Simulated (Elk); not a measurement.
# Double counting and the size of U in TiBr2, part 2 of 2

Aim: see how the moments of TiBr2 follow the form and size of the Hubbard term.

Elk 11.2.3 (patched build); LDA (Perdew-Wang); all-electron APW+lo, Dirac cores, scalar-relativistic bands with second-variational spin-orbit coupling.

So far, largest spin moment in the muffin-tin sphere (μB): step 3 (U = 3.00 eV, J = 0.90 eV on Ti d (fully localised)) 1.58; step 4 (U = 3.00 eV, J = 0.90 eV on Ti d (around mean field)) 0.413.

The database entry behind the starting cell has ideal inner coordinates that were not refined, so it need not match the best structure at ambient conditions.

### 5. U = 1.50 eV, J = 0.90 eV on Ti d (around mean field)

Level of this step: LDA (Perdew-Wang) with U = 1.50 eV, J = 0.90 eV on Ti d (around mean field); all-electron APW+lo, Dirac cores, scalar-relativistic bands with second-variational spin-orbit coupling (Elk).

The same form with other values shows how far the result hangs on them.

The input, elk.in:

```
tasks
  0
  15

xctype
  3

rgkmax
  7.0

nempty
  12

swidth
  0.003

reducebf
  0.6

epsengy
  1e-05

maxscl
  100

lmaxi
  3

spinorb
  .true.

cmagz
  .true.

spinpol
  .true.

tmwrite
  .true.

sppath
  './'

avec
  6.85781610627 0.00000000000 0.00000000000
  -3.42890805313 5.93904296245 0.00000000000
  0.00000000000 0.00000000000 12.26810200107

atoms
  2
  'Ti.in'
  1
  0.0000000000 0.0000000000 0.0000000000   0.000000 0.000000 -0.075000
  'Br.in'
  2
  0.3333333333 0.6666666667 0.2500000000   0.000000 0.000000 0.000000
  0.6666666667 0.3333333333 0.7500000000   0.000000 0.000000 0.000000

ngridk
  6 6 6

dft+u
  2 1
  1 2 0.055124 0.033074
```

Command:

```sh
$ OMP_NUM_THREADS=4 elk
```

Numbers of over 12 decimals in the logs are rounded to 6 here.

The program printed:

```text
Warning(gndstate): forces or DFT+U at lmaxo under 8 : 6
  [figures from our tests cut]: type lmaxo 8 and lmaxapw 10
Warning(chksvso): spin-orbit splittings by the second variation are low [figures from our tests cut]: local-orbitals by j (lorbdm 7 and 8, zora) mend levels alone

--- INFO.OUT ---
┌─────────────────────────┐
│ Elk code version 11.2.3 │
└─────────────────────────┘

All units are atomic (Hartree, Bohr, etc.)

┌─────────────────────────────────────────────────┐
│ Ground-state run starting from atomic densities │
[...]
total calculated charge     :    91.99948222
 total charge                :    92.00000000
 error                       :   0.5177774922E-03

Moments :
 interstitial                :   0.3001348867
 muffin-tins
  species : 1 (Ti)
   atom 1                    :    1.188245555
  species : 2 (Br)
   atom 1                    :   0.2837221054E-01
   atom 2                    :   0.2837221054E-01
 total in muffin-tins        :    1.244989976
 total moment                :    1.545124863

┌──────────────────────────────┐
│ Self-consistent loop stopped │
└──────────────────────────────┘

Warning : forces or DFT+U at lmaxo under 8 : 6

Wrote STATE.OUT

[key lines of the parts left out:]
total energy                :     -6058.8584661678
```

Elapsed: 2.3 min, on 4 threads of Arm Neoverse V2, shared host; peak memory 0.26 GiB; 9.2 min of CPU time.

Numbers from this step:

```yaml
density_of_states_at_the_fermi_level: 2.653 states/eV/cell
moment_between_the_spheres: 0.3001 μB
magnetization: 1.545 μB
final_state: ferromagnetic
largest_moment: 1.188 μB
```

The largest spin moment is +1.19 μB from that of the first run.

### 6. A Yukawa screening of 3 1/bohr on Ti d (fully localised)

Only the screening constant of the Yukawa potential is typed; U and J both come out of the radial functions.

Changes to elk.in since step 5:

```diff
@@ -62,3 +62,3 @@
 dft+u
-  2 1
-  1 2 0.055124 0.033074
+  1 4
+  1 2 3.000000
```

Command:

```sh
$ OMP_NUM_THREADS=4 elk
```

The program printed:

```text
Warning(gndstate): forces or DFT+U at lmaxo under 8 : 6
  [figures from our tests cut]: type lmaxo 8 and lmaxapw 10
Warning(chksvso): spin-orbit splittings by the second variation are low [figures from our tests cut]: local-orbitals by j (lorbdm 7 and 8, zora) mend levels alone

--- INFO.OUT ---
┌─────────────────────────┐
│ Elk code version 11.2.3 │
└─────────────────────────┘

All units are atomic (Hartree, Bohr, etc.)

┌─────────────────────────────────────────────────┐
│ Ground-state run starting from atomic densities │
[...]
total calculated charge     :    91.99949620
 total charge                :    92.00000000
 error                       :   0.5037961432E-03

Moments :
 interstitial                :   0.3664850222
 muffin-tins
  species : 1 (Ti)
   atom 1                    :    1.403758517
  species : 2 (Br)
   atom 1                    :   0.2328526171E-01
   atom 2                    :   0.2328526171E-01
 total in muffin-tins        :    1.450329040
 total moment                :    1.816814063

┌──────────────────────────────┐
│ Self-consistent loop stopped │
└──────────────────────────────┘

Warning : forces or DFT+U at lmaxo under 8 : 6

Wrote STATE.OUT

[key lines of the parts left out:]
total energy                :     -6058.8320307904
```

Wall time 2.3 min (4 threads); peak memory 0.23 GiB; 8.8 min of CPU time.

Read from the output:

* density of states at the Fermi level: 2.744 states/eV/cell
* moment between the spheres: 0.3665 μB
* magnetization: 1.817 μB
* final state: ferromagnetic
* largest moment: 1.404 μB

The largest spin moment is +1.40 μB from that of the first run.

FDU.OUT:

```text

   1   2 : species, l
  0.5810915761E-01 : F^(0)
  0.1577906994     : F^(2)
  0.1528386813     : F^(4)
  0.5810915761E-01 : U
  0.2218781291E-01 : J
   3.000000000     : screening length λ
```

In eV, for the first corrected species: U = 1.58, J = 0.60.

### 7. U = 3.00 eV on Ti d (fully localised)

The same form with other values shows how far the result hangs on them.

Changes to elk.in since step 6:

```diff
@@ -62,3 +62,3 @@
 dft+u
-  1 4
-  1 2 3.000000
+  1 1
+  1 2 0.110248 0.000000
```

Command:

```sh
$ OMP_NUM_THREADS=4 elk
```

The program printed:

```text
Warning(gndstate): forces or DFT+U at lmaxo under 8 : 6
  [figures from our tests cut]: type lmaxo 8 and lmaxapw 10
Warning(chksvso): spin-orbit splittings by the second variation are low [figures from our tests cut]: local-orbitals by j (lorbdm 7 and 8, zora) mend levels alone

--- INFO.OUT ---
┌─────────────────────────┐
│ Elk code version 11.2.3 │
└─────────────────────────┘

All units are atomic (Hartree, Bohr, etc.)

┌─────────────────────────────────────────────────┐
│ Ground-state run starting from atomic densities │
[...]
total calculated charge     :    91.99961911
 total charge                :    92.00000000
 error                       :   0.3808852616E-03

Moments :
 interstitial                :   0.3607503188
 muffin-tins
  species : 1 (Ti)
   atom 1                    :    1.614778354
  species : 2 (Br)
   atom 1                    :   0.1129677637E-01
   atom 2                    :   0.1129677637E-01
 total in muffin-tins        :    1.637371907
 total moment                :    1.998122226

┌──────────────────────────────┐
│ Self-consistent loop stopped │
└──────────────────────────────┘

Warning : forces or DFT+U at lmaxo under 8 : 6

Wrote STATE.OUT

[key lines of the parts left out:]
total energy                :     -6058.7910543625
```

The job ended after 2.2 min (4 threads; peak memory 0.23 GiB; 8.7 min of CPU time).

Read from the output:

```yaml
density_of_states_at_the_fermi_level: 0.1214 states/eV/cell
moment_between_the_spheres: 0.3608 μB
magnetization: 1.998 μB
final_state: ferromagnetic
largest_moment: 1.615 μB
```

The largest spin moment is +1.61 μB from that of the first run.

### 8. Another try

A slip in the input shows what the program catches and what it lets pass.

The input, elk.in:

```
tasks
  0

xctype
  3

rgkmax
  7.0

nempty
  12

swidth
  0.003

reducebf
  0.6

epsengy
  1e-05

maxscl
  75

lmaxi
  3

spinorb
  .true.

cmagz
  .true.

spinpol
  .true.

sppath
  './'

avec
  6.85781610627 0.00000000000 0.00000000000
  -3.42890805313 5.93904296245 0.00000000000
  0.00000000000 0.00000000000 12.26810200107

atoms
  2
  'Ti.in'
  1
  0.0000000000 0.0000000000 0.0000000000   0.000000 0.000000 -0.075000
  'Br.in'
  2
  0.3333333333 0.6666666667 0.2500000000   0.000000 0.000000 0.000000
  0.6666666667 0.3333333333 0.7500000000   0.000000 0.000000 0.000000

ngridk
  0 0 0

dft+u
  1 1
  1 2 0.110248 0.000000
```

Command:

```sh
$ OMP_NUM_THREADS=4 elk
```

The program printed:

```text
┌─────────────────────────────────┐
│ Elk code version 11.2.3 started │
└─────────────────────────────────┘

Error(readinput): invalid ngridk : 0 0 0
```

Elapsed: 0.01 s, on 4 threads; peak memory 0.05 GiB.

The input was rejected at the start.

The program's message: “Error(readinput): invalid ngridk : 0 0 0”

The fault put into the input: a mesh of zeros.

Each count of the mesh must be at least 1.

### 9. Side by side

```tsv
Hubbard term	state	largest spin moment (μB)	its orbital moment (μB)	CPU time
none	non-magnetic	0.000	0.000	14 min
U = 3.00 eV, J = 0.90 eV on Ti d (fully localised)	ferromagnetic	1.579	-0.023	6.8 min
U = 3.00 eV, J = 0.90 eV on Ti d (around mean field)	ferromagnetic	0.413	-0.400	25 min
U = 1.50 eV, J = 0.90 eV on Ti d (around mean field)	ferromagnetic	1.188	-0.039	9.2 min
a Yukawa screening of 3 1/bohr on Ti d (fully localised)	ferromagnetic	1.404	-0.046	8.8 min
U = 3.00 eV on Ti d (fully localised)	ferromagnetic	1.615	-0.014	8.7 min
```

### 10. Results

| Item | Value |
| --- | --- |
| range of the spin moment | 2.5e-6 to 1.61 μB |
| range of the orbital moment | -0.40 to -3.9e-7 μB |

Over the forms that converged the largest spin moment runs from 2.5e-6 to 1.61 μB. At U = 3.00 eV, J = 0.90 eV on Ti d, around-mean-field double counting gives a moment 1.2 μB smaller, since it penalises spin polarisation. The run without U ends without moments. That can be the functional's answer or a seed lost on these settings, so the moments under U are not shown to be made by it. The runs end in unlike states. Total energies under different Hubbard terms can't be compared. Under a U a part-filled d shell can order its orbitals; no such lower state was searched for, and the cell's symmetry can forbid it.

[Logs and program files are shortened in this print: banners, set-up blocks, solver, clock and traceback lines can be left out without a mark of their own.]

[Logs are printed without paths, hosts, clocks, repeated set-up lines and the standing remarks that a program may print on its own settings, such as how far it seeks lower states.]

[Hosts, paths, dates, database ids (printed as entryN), source tags and the programs' standing remarks are cut or masked in the printed files.]

[Where a cell is said to come from a database of computed structures, the database is the Materials Project.]
